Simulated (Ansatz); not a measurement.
# Mg6CdPb: relaxing a made-up structure, part 2 of 2

Starting from a made-up structure for Mg6CdPb, the aim is the relaxed cell, its shortest contacts and, where a second run follows, its electronic structure.

Ansatz 0.2.0; DFT, PBEsol, plane-wave PAW, files of the set soft_1, scalar-relativistic, no spin, cell and ions relaxed at zero pressure; PAW set soft_1 (the session's first sound run).

So far: The structure; Relaxing cell and atoms. The relaxed cell has a, b, c = 5.000, 6.709, 10.822 Å (conventional setting).

## Step 3: Electronic structure of the relaxed cell

A second self-consistent run takes a narrower smearing and the mesh shown in its input; the bands follow along the standard path of the relaxed lattice.

This step: DFT, PBEsol, plane-wave PAW, files of the set soft_1, scalar-relativistic, no spin, bands and density of states at the relaxed cell; PAW set soft_1 (Ansatz 0.2.0).

The input, input.yaml:

```yaml
crystal:
  lattice:
    - [4.9997189969, 0.0, 0.0]
    - [0.0, 3.3547442042, 5.4108227202]
    - [0.0, -3.3547442042, 5.4108227202]
  atoms:
    - { symbol: Pb, position: [0.5, 0.1614230164, 0.1614230164] }
    - { symbol: Cd, position: [0.5, 0.665209131, 0.665209131] }
    - { symbol: Mg, position: [0.0, 0.8352098852, 0.8352098852] }
    - { symbol: Mg, position: [0.0, 0.3359864643, 0.3359864643] }
    - { symbol: Mg, position: [0.0, 0.3469359609, 0.824036179] }
    - { symbol: Mg, position: [0.0, 0.824036179, 0.3469359609] }
    - { symbol: Mg, position: [0.5, 0.1627731473, 0.6608262159] }
    - { symbol: Mg, position: [0.5, 0.6608262159, 0.1627731473] }
kpoints:
  mp_grid: { grid: [6, 6, 6] }
  band_path:
    path:
      - [[0.0, 0.0, 0.0], [0.0, 0.34610195, -0.34610195], [0.0, 0.0, -0.5], [-0.5, 0.0, -0.5], [-0.5, 0.34610195, -0.34610195], [-0.5, 0.0, 0.0], [0.0, 0.0, 0.0], [0.0, -0.5, -0.5], [0.0, -0.34610195, -0.65389805], [-0.5, -0.34610195, -0.65389805], [-0.5, -0.5, -0.5], [0.0, -0.5, -0.5]]
      - [[-0.5, 0.0, 0.0], [-0.5, -0.5, -0.5]]
    npoints: 6
scf:
  occupations: { method: fermi_dirac, width: 0.03 }
  n_extra_bands: 12
hamiltonian:
  xc: pbesol
  pseudopotentials: { kind: paw, azcp: { folder: soft_1 }, xc_functional: pbe }
output:
  forces: true
  stress: true
  write_bands: true
  dos: { projected: true }
  write_density: true
  write_potential: true
  elf: true
  volumetric_format: npy
```

On the command line:

```console
$ ansatz run input.yaml --threads 4 --pin off --max-ram 10240MiB --backend cpu --events-out ev --progress --plain --runs-dir out
```

Numbers of over 12 decimals in the logs are rounded to 6 here.

Output:

```text
[...]
Crystal: 8 atoms, lattice volume = 181.509 Å³
Basis set: ecut = 420 eV, 3545 PW (Γ), exchange–correlation on 72×90×90 points (8 copies of the dense FFT grid, shifted against one another)
Bands: 59, of which v1, the nominal top of the filled ones, is band 47 counted from 1 (46 counted from 0)
Symmetry: 4 space group operations
[...]
k-points: 52 of 216 (time reversal used)
[...]
SCF iter   1: F=—  HF=-31416.658476 eV  |F-HF|=—  |Δ(HF+E_count)|=         —  Δρ=4.22e-2  dr2=9.05e0  ethr=3.10e-3  ⟨swp⟩=9.2  Hψ=13417  notcnv=0  defer=25
[...]
SCF iter   9: F=-31413.984919 eV  HF=-31413.984919 eV  |F-HF|=2.53e-8  |Δ(HF+E_count)|=   5.72e-8  Δρ=3.38e-6  dr2=2.91e-8  ethr=1.06e-10  ⟨swp⟩=17.1  Hψ=23719  notcnv=0
SCF 1 converged in 9 iterations: F = -31413.984919 eV  dr2 = 2.91e-8
[...]
NSCF: frozen V_eff on 74 k-points
SCF converged after 9 iterations
Free energy (F): -31413.984919 eV
[...]
Internal energy: -31413.977353 eV  (E = F + TS)
E sigma→0 (E₀):  -31413.981136 eV
Entropy (-TS):   -0.007567 eV (-0.946 meV/atom)
Fermi energy:    8.001143 eV
[...]
--- Forces (eV/Å), atoms counted from 1 ---
  atom   1  Pb     0.00000000     0.00000000    -0.02294798
  atom   2  Cd     0.00000000     0.00000000     0.01320250
  atom   3  Mg     0.00000000     0.00000000     0.02115539
  atom   4  Mg     0.00000000     0.00000000     0.08052100
  atom   5  Mg     0.00000000     0.05260310    -0.04138784
  atom   6  Mg     0.00000000    -0.05260310    -0.04138784
  atom   7  Mg     0.00000000    -0.00250932    -0.00457121
  atom   8  Mg     0.00000000     0.00250932    -0.00457121
  max |Σ_I F_I| component: 1.28e-5 eV/Å
--- Stress (GPa, compression-positive) ---
        0.320291       0.000000       0.000000
        0.000000      -0.270701       0.000000
        0.000000       0.000000      -0.037908
  P = ⅓ Tr σ = 0.0039 GPa (0.039 kbar)
--- Band table (eV; the first three rows and the last of 52) ---
  k-point 0: bands = [... 43 lower, 5.5223, 5.5847, 5.6927, 6.9871, 9.1734, 10.1043, 10.4457, 10.6411, ... 8 higher]
  k-point 1: bands = [... 43 lower, 5.8147, 5.9778, 6.7690, 7.1899, 8.7430, 9.3467, 9.9181, 10.3470, ... 8 higher]
  k-point 2: bands = [... 43 lower, 6.1528, 6.8613, 7.7692, 7.9037, 8.1464, 8.7265, 9.5491, 9.6186, ... 8 higher]
  k-point 51: bands = [... 43 lower, 4.6826, 5.1984, 5.8119, 8.7319, 9.3674, 9.8263, 10.1913, 10.1933, ... 8 higher]
```

Elapsed: 30 s, on 4 threads of Arm Neoverse V1, shared host; peak memory 0.96 GiB; 1.9 min of CPU time.

In the SCF lines HF is the Harris–Foulkes energy and dr2 the Hartree energy of the density residual, in eV; the loop may stop once dr2 is under the threshold and the program's other checks hold. Hψ counts applications of the Hamiltonian.

Numbers from this step:

```yaml
free_energy: -31413.9849 eV
energy_at_zero_smearing: -31413.9811 eV
smearing_term_ts: 0.007567 eV
fermi_energy: 8.001 eV
pressure: 0.003894 GPa
```

From bands.tsv, the bands that come nearest the Fermi level along the path, at its corners, in eV from the Fermi level:

```tsv
point	band 44	band 45	band 46	band 47	band 48	band 49	band 50	band 51
Γ	-2.48	-2.42	-2.31	-1.01	1.17	2.10	2.44	2.64
X	-1.44	-1.23	-0.23	-0.22	0.10	0.25	0.50	2.46
S	-1.33	-0.60	-0.39	-0.28	0.40	0.87	1.23	1.53
R	-2.88	-2.22	-2.03	0.72	0.91	1.76	1.86	2.04
A	-3.91	-1.26	-0.55	-0.28	0.12	0.64	1.64	3.54
Z	-2.16	-1.44	-1.36	-1.19	-0.97	-0.68	-0.53	-0.47
Γ	-2.48	-2.42	-2.31	-1.01	1.17	2.10	2.44	2.64
Y	-1.08	-0.52	-0.18	0.09	0.44	0.58	0.81	1.33
X1	-1.44	-1.23	-0.23	-0.22	0.10	0.25	0.50	2.46
A1	-3.91	-1.26	-0.55	-0.28	0.12	0.64	1.64	3.54
T	-3.32	-2.80	-2.19	0.73	1.37	1.83	2.19	2.19
Y	-1.08	-0.52	-0.18	0.09	0.44	0.58	0.81	1.33
Z	-2.16	-1.44	-1.36	-1.19	-0.97	-0.68	-0.53	-0.47
T	-3.32	-2.80	-2.19	0.73	1.37	1.83	2.19	2.19
```

States per cell as run, both spins, in windows of 1 eV, from dos.tsv (zero at the Fermi level):

| from | to | total |
| --- | --- | --- |
| -8 | -7 | 0.00 |
| -7 | -6 | 0.55 |
| -6 | -5 | 1.78 |
| -5 | -4 | 2.04 |
| -4 | -3 | 2.69 |
| -3 | -2 | 2.76 |
| -2 | -1 | 3.18 |
| -1 | 0 | 2.96 |
| 0 | 1 | 3.52 |
| 1 | 2 | 3.88 |
| 2 | 3 | 3.93 |
| 3 | 4 | 4.24 |

A further 78.0 states lie below the table's range.

Force by atom:

```tsv
atom	x (eV/Å)	y (eV/Å)	z (eV/Å)	size
Pb1	0.0000	0.0000	-0.0229	0.0229
Cd2	0.0000	0.0000	0.0132	0.0132
Mg3	0.0000	0.0000	0.0212	0.0212
Mg4	0.0000	0.0000	0.0805	0.0805
Mg5	0.0000	0.0526	-0.0414	0.0669
Mg6	0.0000	-0.0526	-0.0414	0.0669
Mg7	0.0000	-0.0025	-0.0046	0.0052
Mg8	0.0000	0.0025	-0.0046	0.0052
```

Valence density in the bc plane of the cell as run, not the conventional one, at fractional x = 0.500, with atoms of Pb and Cd and Mg within 0.2 Å of it. It is the smooth field of the valence electrons, not physical close to the nuclei.

Ten steps, logarithmic in the rise over the least value, from '_' (0 e/Å³) to '@' (21 e/Å³), each cell a mean:
```
______........______________________
____________________________________
__________________..::::..__________
__..::..________..--++++==::________
__++##**::______..==##%%%%++::______
__**@@@@**..______--##@@@@%%==..____
__--%%@@##::______::++%%@@%%++::____
____--**++..________::++####++::____
______________________::--==--..____
__________________________....______
__..________________________________
::::::....________________________..
--======::..________..::..________..
==******==::..______++##**::______..
--**####**==..______**@@@@**..____..
::++**##**==::______--%%@@##::______
..--++****==::..______--**++..______
__..::--==--::______________________
```
Columns run along b (6.4 Å), rows up along c (6.4 Å). Atoms in or near the plane, at fractional coordinates: Pb at (0.16, 0.16), Cd at (0.67, 0.67), Mg at (0.16, 0.66), Mg at (0.66, 0.16).

Electrostatic potential energy in the bc plane of the cell as run, not the conventional one, at fractional x = 0.500, with atoms of Pb and Cd and Mg within 0.2 Å of it. With pseudopotentials it is smooth inside the atoms' cores, unlike the true potential.

Ten even steps from '_' (-63 eV) to '@' (10 eV), each cell a mean:
```
@@@@@@@@%%@@@@@@@@@@@@@@@@@@@@@@@@@@
@@@@@@@@@@@@@@@@@@@@@@@@@@@@@@@@@@@@
@@@@@@@@@@@@@@@@@@@@%%%%@@@@@@@@@@@@
%%##**%%@@@@@@@@@@##****##%%@@@@@@@@
%%--..::##@@@@@@@@##++++++**%%@@@@@@
%%--____::%%@@@@@@##**====++##@@@@@@
@@**..__..**@@@@@@%%**++==++**%%@@@@
@@%%**----##@@@@@@@@%%****++**%%@@@@
@@@@@@%%##%%@@@@@@@@@@%%######@@@@@@
@@@@@@@@@@@@@@@@@@@@@@@@@@@@@@@@@@@@
@@@@@@@@@@@@@@@@@@@@@@@@@@@@@@@@@@@@
%%##%%%%@@@@@@@@@@@@@@@@@@@@@@@@@@@@
**====++%%@@@@@@@@%%##**%%@@@@@@@@@@
++--======%%@@@@@@##--..::##@@@@@@%%
**========++%%@@@@%%--____::%%@@@@@@
##==========%%@@@@@@**..__..**@@@@@@
@@##====--==##@@@@@@%%**----##@@@@@@
@@@@##**++**%%@@@@@@@@@@%%%%%%@@@@@@
```
Columns run along b (6.4 Å; values clipped at the 3rd and 97th percentile), rows up along c (6.4 Å). Atoms in or near the plane, at fractional coordinates: Pb at (0.16, 0.16), Cd at (0.67, 0.67), Mg at (0.16, 0.66), Mg at (0.66, 0.16).

ELF in the bc plane of the cell as run, not the conventional one, at fractional x = 0.500, with atoms of Pb and Cd and Mg within 0.2 Å of it. It is the smooth field of the valence electrons, not physical close to the nuclei.

Values, 10 rows by 16 columns, each cell a mean:
```
0.34 0.36 0.40 0.39 0.36 0.32 0.26 0.20 0.21 0.26 0.31 0.33 0.35 0.41 0.45 0.39
0.14 0.12 0.16 0.25 0.34 0.32 0.24 0.19 0.23 0.27 0.27 0.26 0.34 0.46 0.52 0.36
0.08 0.30 0.26 0.22 0.12 0.29 0.31 0.22 0.30 0.47 0.66 0.48 0.28 0.27 0.41 0.28
0.11 0.23 0.24 0.25 0.26 0.09 0.33 0.28 0.25 0.40 0.75 0.79 0.43 0.26 0.26 0.32
0.25 0.16 0.14 0.18 0.13 0.08 0.31 0.37 0.29 0.24 0.29 0.36 0.33 0.25 0.20 0.24
0.28 0.33 0.36 0.34 0.32 0.38 0.44 0.42 0.37 0.34 0.31 0.26 0.23 0.21 0.20 0.23
0.37 0.39 0.39 0.40 0.42 0.46 0.47 0.33 0.13 0.12 0.15 0.23 0.32 0.31 0.30 0.32
0.41 0.21 0.13 0.26 0.39 0.40 0.44 0.26 0.08 0.30 0.26 0.22 0.12 0.30 0.38 0.37
0.40 0.27 0.05 0.04 0.28 0.40 0.38 0.34 0.11 0.23 0.24 0.26 0.25 0.10 0.35 0.40
0.38 0.40 0.37 0.32 0.38 0.39 0.32 0.28 0.25 0.16 0.13 0.18 0.12 0.09 0.30 0.36
```
Columns run along b (6.4 Å), rows up along c (6.4 Å). Atoms in or near the plane, at fractional coordinates: Pb at (0.16, 0.16), Cd at (0.67, 0.67), Mg at (0.16, 0.66), Mg at (0.66, 0.16).

## Step 4: Outcome

```
space group, relaxed : Amm2
conventional cell    : a = 5.000, b = 6.709, c = 10.822 Å; α = 90.0°, β = 90.0°, γ = 90.0°
volume per atom      : 22.69 Å³ (guess 25.21)
```

In words: Mg6CdPb relaxes to Amm2 with a = 5.000, b = 6.709 and c = 10.822 Å. The guessed volume was 11 % too large. The space group Amm2 was held in the relaxation, so the end point is a stationary structure within it and may be a saddle against distortions or other arrangements. Bands cross the Fermi level, so it is a metal or semimetal at this level. On the 6×6×6 mesh with the narrower smearing (relaxed on 5×5×5) the largest force component is 0.081 eV/Å and the largest stress component is 0.320 GPa, against the relaxation's thresholds of 0.015 eV/Å and 0.05 GPa. The cutoff wasn't tested. Spin-orbit coupling is left out, which can matter for elements this heavy. No dispersion term is used, so weakly bound directions may come out too long. Nothing here tests whether the compound is stable against decomposition.

[Logs are printed without paths, hosts, clocks, repeated set-up lines and the standing remarks that a program may print on its own settings, such as how far it seeks lower states.]

[Hosts, paths, dates, database ids (printed as entryN), source tags and the programs' standing remarks are cut or masked in the printed files.]
